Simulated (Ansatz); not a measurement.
The compound is RbVF3 (cubic perovskite) (Pm-3m).

The structure was built from a prototype and need not be the compound's stable phase.

Symmetry: Pm-3m, No. 221, cubic system. The conventional cell has a = 4.006 Å, b = 4.006 Å, c = 4.006 Å, α = 90.00°, β = 90.00°, γ = 90.00°. Nearest to Rb lie 12 F at 2.83 Å. V has 6 F at 2.00 Å nearest. Nearest to F lie 2 V at 2.00 Å and 4 Rb at 2.83 Å. Farther neighbours and most contacts between anions are not listed.

```yaml
crystal:
  lattice:
    - [0.00000, -4.00630, 0.00000]
    - [0.00000, 0.00000, 4.00630]
    - [-4.00630, 0.00000, 0.00000]
  atoms:
    - { symbol: Rb, position: [0.00000, 0.00000, 0.00000] }
    - { symbol: V, position: [0.50000, 0.50000, 0.50000] }
    - { symbol: F, position: [0.50000, 0.50000, 0.00000] }
    - { symbol: F, position: [0.50000, 0.00000, 0.50000] }
    - { symbol: F, position: [0.00000, 0.50000, 0.50000] }
```

The structure was relaxed with LDA. The structure type comes from a generator and need not be one that this composition takes. The structure was generated from a model, not taken from a measurement. The runs that relaxed it are not among those shown. The program's search for lower electronic states was switched off, so nothing shows that the state found is the lowest. PAW set soft_2, made with PBE.

A constrained-RPA run (Ansatz 0.2.0; non-magnetic LDA; V d, bands v2 to c3, 4×4×4 mesh, medium accuracy) builds 5 functions on bands 3.8 eV wide, with 3.0 electrons in the window. The bare on-site interaction is 17.7 eV and the bare J 0.60 eV.

Question: Estimate U, U′ and J.

On the V d shell, U = 6.61 eV (37 % of the bare value), U′ = 5.64 eV, J = 0.48 eV.

The parent state is non-magnetic and the interaction static (zero frequency); U depends on the window and the orbitals, so it belongs to this model alone.

[Paths, hosts, dates, memory and timing lines, banners, echoed tables and standing remarks are left out of the program output.]

[Logs are printed without paths, hosts, clocks, repeated set-up lines and the standing remarks that a program may print on its own settings, such as how far it seeks lower states.]

[Runs of the session that timed out or met a known fault of the program may be left out.]

[Hosts, paths, dates, database ids (printed as entryN), source tags and the programs' standing remarks are cut or masked in the printed files.]
